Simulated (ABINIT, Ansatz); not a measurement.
## CaC2 (R-3m): one start, several treatments of the self-energy

Aim: compare treatments of exchange, screening and correlation for the gap of CaC2 (R-3m).

Method: PBEsol and many-body steps on it, plane waves, in ABINIT 10.8.3.

This is a report of a sequence of runs, with most program output left out.

## Step 1: Starting point

The structure is trigonal, space group R-3m (No. 166). Conventional cell: a = 3.889 Å, b = 3.889 Å, c = 11.862 Å, α = 90.00°, β = 90.00°, γ = 120.00°. Ca has 6 C at 2.62 Å nearest. Nearest to C lie 1 C at 1.26 Å and 3 Ca at 2.62 Å. Farther neighbours are not listed.

The cell and positions are those that the Materials Project relaxed with its own functionals (PBE, PBE+U or r2SCAN), kept fixed.

## Step 2: Empty states on the mesh, 4×4×4 mesh, 134 bands

This step: ABINIT 10.8.3; DFT, PBEsol, plane waves, norm-conserving pseudopotentials.

The sums over transitions need many empty states on a uniform mesh; this step solves for them.

The input, run.abi:

```
acell 3*1.0 Angstrom
rprim 
  1.944397984288 1.122598699617 3.953874776707
  -1.944397984288 1.122598699617 3.953874776707
  -0.000000000000 -2.245197399304 3.953874776686
ntypat 2
znucl 20 6
natom 3
typat 1 2 2
xred 
  0.000000000000 0.000000000000 0.000000000000
  0.552915000000 0.552915000000 0.552915000000
  0.447085000000 0.447085000000 0.447085000000
pp_dirpath "pseudos"
pseudos "Ca.upf, C.upf"
ecut 37
ngkpt 4 4 4
nshiftk 1
shiftk 0 0 0
kptopt 1
chksymbreak 0
irdden 1
istwfk *1
nband 134
prtvol 0
optdriver 6
gwr_task "HDIAGO"
paral_kgb 0
occopt 1
indata_prefix "in"
outdata_prefix "out"
tmpdata_prefix "tmp"
```

Command:

```bash
OMP_NUM_THREADS=1 mpirun -n 4 abinit run.abi > log
```

It took 3.8 min on 4 MPI ranks of Arm Neoverse N1, shared host; peak memory 3.3 GiB.

Numbers from this step:

| Property | Result |
| --- | --- |
| gap | 2.585 eV |
| k of the valence top | 0.5, 0.5, 0.5 |
| k of the conduction bottom | 0.5, 0.5, 0 |
| least direct gap | 3.890 eV |
| k points computed | 13 |
| lowest point of the top converged band, above the valence top | 90.2000 eV |

On this mesh the gap is 2.585 eV.

The density comes from a self-consistent run that is not shown.

## Step 3: Screening, 4×4×4 mesh, 56 bands, screening to 114.3 eV

The RPA dielectric matrix is built and inverted for each q.

This step: RPA screening on PBEsol, plane waves, norm-conserving pseudopotentials.

Changes to run.abi since step 2:

```diff
@@ -21,10 +21,11 @@
 chksymbreak 0
-irdden 1
 istwfk *1
-nband 134
-prtvol 0
-optdriver 6
-gwr_task "HDIAGO"
-paral_kgb 0
 occopt 1
+irdwfk 1
+optdriver 3
+nband 56
+ecuteps 4.2
+inclvkb 2
+awtr 1
+symchi 1
 indata_prefix "in"
```

Elapsed: 43 s, on 4 MPI ranks; peak memory 0.94 GiB; 2.9 min of CPU time.

This step gave:

| Item | Value |
| --- | --- |
| ε∞ with local fields, on this mesh, along the program's q direction | 3.796 |
| the same without local fields | 4.705 |
| plasma frequency | 21.89 eV |
| plane waves in the screening matrix | 139 |

Local fields lower ε∞ by 19 %.

## Step 4: G0W0, Godby-Needs plasmon pole

The self-energy is evaluated for the states that the input lists, and the levels follow from it, in one-shot runs by the linearised quasiparticle equation.

This step: G0W0 on PBEsol, plane waves, norm-conserving pseudopotentials.

Changes to run.abi since step 3:

```diff
@@ -24,8 +24,19 @@
 irdwfk 1
-optdriver 3
+optdriver 4
 nband 56
+gwcalctyp 0
+ecutsigx 37
+symsigma 1
+nkptgw 3
+kptgw 
+  0.5000000000 0.5000000000 0.5000000000
+  0.5000000000 0.5000000000 0.0000000000
+  0.0000000000 0.0000000000 0.0000000000
+bdgw 
+  7 11
+  8 11
+  8 11
 ecuteps 4.2
-inclvkb 2
-awtr 1
-symchi 1
+irdscr 1
+ppmodel 1
 indata_prefix "in"
```

It took 12 s on 4 MPI ranks; peak memory 0.82 GiB; 48 s of CPU time.

Numbers from this step:

```
G0W0 gap on the points computed              : 4.575 eV
starting gap on the mesh                     : 2.585 eV
k of the valence top                         : 0.5, 0.5, 0.5
k of the conduction bottom                   : 0.5, 0.5, 0
Z at the valence top                         : 0.777
Z at the conduction bottom                   : 0.815
least direct G0W0 gap on the computed points : 5.955 eV
```

The gap on the mesh goes from 2.59 eV to 4.57 eV, a correction of +1.99 eV.

## Step 5: G0W0, von der Linden-Horsch plasmon pole

Changes to run.abi since step 4:

```diff
@@ -40,3 +40,3 @@
 irdscr 1
-ppmodel 1
+ppmodel 3
 indata_prefix "in"
```

The job ended after 8 s (4 MPI ranks; peak memory 0.71 GiB).

Numbers from this step:

| Item | Value |
| --- | --- |
| G0W0 gap on the points computed | 4.678 eV |
| starting gap on the mesh | 2.585 eV |
| k of the valence top | 0.5, 0.5, 0.5 |
| k of the conduction bottom | 0.5, 0.5, 0 |
| Z at the valence top | 0.844 |
| Z at the conduction bottom | 0.876 |
| least direct G0W0 gap on the computed points | 6.151 eV |

Against G0W0 in ABINIT (4×4×4 mesh, 56 bands, screening to 114.3 eV, Godby-Needs plasmon pole), the gap moves by +0.103 eV.

## Step 6: G0W0, Hybertsen-Louie plasmon pole

Changes to run.abi since step 5:

```diff
@@ -40,3 +40,3 @@
 irdscr 1
-ppmodel 3
+ppmodel 2
 indata_prefix "in"
```

The job ended after 11 s (4 MPI ranks; peak memory 0.81 GiB).

Numbers from this step:

| Property | Result |
| --- | --- |
| G0W0 gap on the points computed | 4.748 eV |
| starting gap on the mesh | 2.585 eV |
| k of the valence top | 0.5, 0.5, 0.5 |
| k of the conduction bottom | 0.5, 0.5, 0 |
| least direct G0W0 gap on the computed points | 6.117 eV |

Against G0W0 in ABINIT (4×4×4 mesh, 56 bands, screening to 114.3 eV, Godby-Needs plasmon pole), the gap moves by +0.173 eV.

## Step 7: One-shot Hartree-Fock

This step: one-shot Hartree-Fock on PBEsol, plane waves, norm-conserving pseudopotentials.

Changes to run.abi since step 6:

```diff
@@ -25,4 +25,4 @@
 optdriver 4
-nband 56
-gwcalctyp 0
+nband 13
+gwcalctyp 5
 ecutsigx 37
@@ -38,5 +38,4 @@
   8 11
-ecuteps 4.2
-irdscr 1
-ppmodel 2
+ixc_sigma 40
+fftgw 31
 indata_prefix "in"
```

Wall time 5.1 s (4 MPI ranks); peak memory 0.53 GiB; 20 s of CPU time.

This step gave:

* quasiparticle gap on the points computed: 11.05 eV
* starting gap on the mesh: 2.585 eV
* k of the valence top: 0, 0, 0
* k of the conduction bottom: 0.5, 0.5, 0
* least direct quasiparticle gap on the computed points: 11.83 eV

Against G0W0 in ABINIT (4×4×4 mesh, 56 bands, screening to 114.3 eV, Godby-Needs plasmon pole), the gap moves by +6.474 eV.

## Step 8: Screening, 4×4×4 mesh, 56 bands, screening to 114.3 eV

This step: RPA screening on PBEsol, plane waves, norm-conserving pseudopotentials.

Changes to run.abi since step 7:

```diff
@@ -24,18 +24,14 @@
 irdwfk 1
-optdriver 4
-nband 13
-gwcalctyp 5
-ecutsigx 37
-symsigma 1
-nkptgw 3
-kptgw 
-  0.5000000000 0.5000000000 0.5000000000
-  0.5000000000 0.5000000000 0.0000000000
-  0.0000000000 0.0000000000 0.0000000000
-bdgw 
-  7 11
-  8 11
-  8 11
-ixc_sigma 40
-fftgw 31
+optdriver 3
+nband 56
+ecuteps 4.2
+inclvkb 2
+awtr 1
+symchi 1
+gwcalctyp 2
+nfreqre 16
+freqremax 40 eV
+nfreqim 8
+spmeth 1
+nomegasf 120
 indata_prefix "in"
```

Wall time 52 s (4 MPI ranks); peak memory 1.1 GiB; 3.5 min of CPU time.

This step gave:

```
ε∞ with local fields, on this mesh, along the program's q direction : 3.809
the same without local fields                                       : 4.726
plasma frequency                                                    : 21.89 eV
plane waves in the screening matrix                                 : 139
```

## Step 9: G0W0, contour deformation

This step: G0W0 on PBEsol, plane waves, norm-conserving pseudopotentials.

Changes to run.abi since step 8:

```diff
@@ -24,14 +24,18 @@
 irdwfk 1
-optdriver 3
+optdriver 4
 nband 56
+gwcalctyp 2
+ecutsigx 37
+symsigma 1
+nkptgw 3
+kptgw 
+  0.5000000000 0.5000000000 0.5000000000
+  0.5000000000 0.5000000000 0.0000000000
+  0.0000000000 0.0000000000 0.0000000000
+bdgw 
+  7 11
+  8 11
+  8 11
 ecuteps 4.2
-inclvkb 2
-awtr 1
-symchi 1
-gwcalctyp 2
-nfreqre 16
-freqremax 40 eV
-nfreqim 8
-spmeth 1
-nomegasf 120
+irdscr 1
 indata_prefix "in"
```

Wall time 9.3 s (4 MPI ranks); peak memory 0.97 GiB.

Numbers from this step:

```
G0W0 gap on the points computed              : 4.541 eV
starting gap on the mesh                     : 2.585 eV
k of the valence top                         : 0.5, 0.5, 0.5
k of the conduction bottom                   : 0.5, 0.5, 0
least direct G0W0 gap on the computed points : 5.877 eV
```

Against G0W0 in ABINIT (4×4×4 mesh, 56 bands, screening to 114.3 eV, Godby-Needs plasmon pole), the gap moves by −0.034 eV.

## Step 10: Side by side

Times are wall times on 4 MPI ranks of Arm Neoverse N1, shared host, good to a factor of about two. A run's time includes the screening step that it read.

```csv
run,mesh,bands,screening cutoff (eV),DFT gap (eV),gap on the mesh (eV),direct (eV),ε∞ used,time
"G0W0, Godby-Needs plasmon pole",4×4×4,56,114.3,2.585,4.575,5.955,3.80,55 s
"G0W0, von der Linden-Horsch plasmon pole",4×4×4,56,114.3,2.585,4.678,6.151,3.80,51 s
"G0W0, Hybertsen-Louie plasmon pole",4×4×4,56,114.3,2.585,4.748,6.117,3.80,54 s
one-shot Hartree-Fock,4×4×4,-,-,2.585,11.049,11.833,-,5.1 s
"G0W0, contour deformation",4×4×4,56,114.3,2.585,4.541,5.877,3.81,61 s
```

## Step 11: Outcome

```json
{
  "G0W0, Godby-Needs plasmon pole": "4.575 eV",
  "G0W0, von der Linden-Horsch plasmon pole": "4.678 eV",
  "G0W0, Hybertsen-Louie plasmon pole": "4.748 eV",
  "one-shot Hartree-Fock": "11.049 eV",
  "G0W0, contour deformation": "4.541 eV",
  "known limits": "not at the basis limit"
}
```

In words: G0W0, von der Linden-Horsch plasmon pole: +0.103 eV against G0W0, Godby-Needs plasmon pole. G0W0, Hybertsen-Louie plasmon pole: +0.173 eV against G0W0, Godby-Needs plasmon pole. One-shot Hartree-Fock: +6.474 eV against G0W0, Godby-Needs plasmon pole. G0W0, contour deformation: −0.034 eV against G0W0, Godby-Needs plasmon pole. Bare exchange alone opens the gap to 11.05 eV; against G0W0, correlation takes back 6.47 eV. Bands and cutoff are finite, so the gap is not at the basis limit. The miss can reach some tenths of an eV and take either sign; the mesh is an error of its own. In the G0W0 runs levels were corrected at 3 k points alone, so a gap called «on the mesh» is the least over those, and an edge elsewhere would be missed.

[Paths, hosts, dates, memory and timing lines, banners, echoed tables and standing remarks are left out of the program output.]

[Logs are printed without paths, hosts, clocks, repeated set-up lines and the standing remarks that a program may print on its own settings, such as how far it seeks lower states.]

[Runs of the session that timed out or met a known fault of the program may be left out.]

[Hosts, paths, dates, database ids (printed as entryN), source tags and the programs' standing remarks are cut or masked in the printed files.]

[G0W0 gaps are taken among the corrected bands and points alone; a level outside them can change the order at an edge.]

[Where Ansatz stands beside ABINIT at settings called matched, ABINIT's density can come from a denser mesh and the files from another edition; pairs whose starting gaps differed by over 0.03 eV were left out, so agreement reads better than it is.]
